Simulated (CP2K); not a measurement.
Consider formamide dimer at its PBE geometry (Å).

```xyz
12

N     1.5580    0.3661   -0.8399
C     1.6421   -0.9540   -0.5913
O     0.7601   -1.6451   -0.0474
N    -1.5580   -0.3661    0.8399
C    -1.6421    0.9540    0.5913
O    -0.7601    1.6451    0.0474
H     2.3432    0.8402   -1.2702
H     0.7169    0.9069   -0.5421
H     2.5943   -1.4179   -0.9232
H    -2.3432   -0.8402    1.2702
H    -0.7169   -0.9069    0.5421
H    -2.5943    1.4179    0.9232
```

Method: CP2K XAS_TDP, all-electron GAPW, PBEh(45%), aug-cc-pVDZ, TDA, GW2X-corrected core level, no relativity.

Predict the bright core excitations at the N K edge.

Leading lines: N1 402.62 eV and N4 402.62 eV. The leading line of an atom is its first one with 35 % of the strongest within 2.5 eV of its lowest line over the strength cut. Core ionisation energies at this level: N1 406.39 and N4 406.39 eV.

The first six lines of each atom with a strength over 0.0015:

| atom | energy (eV) | states | strength, one atom | above the computed threshold |
| --- | --- | --- | --- | --- |
| N1 (bonded to C and 2 H, gives 1 H bond) | 402.62 | 1 | 0.0241 |  |
|  | 403.73 | 1 | 0.0144 |  |
|  | 405.57 | 1 | 0.0016 |  |
|  | 405.95 | 1 | 0.0052 |  |
|  | 406.14 | 1 | 0.0025 |  |
|  | 406.85 | 1 | 0.0022 | yes |
| N4 (bonded to C and 2 H, gives 1 H bond) | 402.62 | 1 | 0.0241 |  |
|  | 403.73 | 1 | 0.0144 |  |
|  | 405.57 | 1 | 0.0016 |  |
|  | 405.95 | 1 | 0.0052 |  |
|  | 406.14 | 1 | 0.0025 |  |
|  | 406.85 | 1 | 0.0022 | yes |

Lines are vertical, at one geometry, with no vibrational structure. GW2X ionisation energies and lines can be off by 1 to 2 eV either way, and a good line position may hide errors that cancel. These values hold no scalar relativity, about 0.2 eV for N 1s. Rydberg lines, and the discretised continuum above threshold, depend on the basis and the box. This is one low-energy arrangement of the cluster, relaxed without a dispersion correction; others exist.

[Banner, clock and machine lines of the logs are left out without a mark of their own.]

[Logs are printed without paths, hosts, clocks, repeated set-up lines and the standing remarks that a program may print on its own settings, such as how far it seeks lower states.]

[Hosts, paths, dates, database ids (printed as entryN), source tags and the programs' standing remarks are cut or masked in the printed files.]
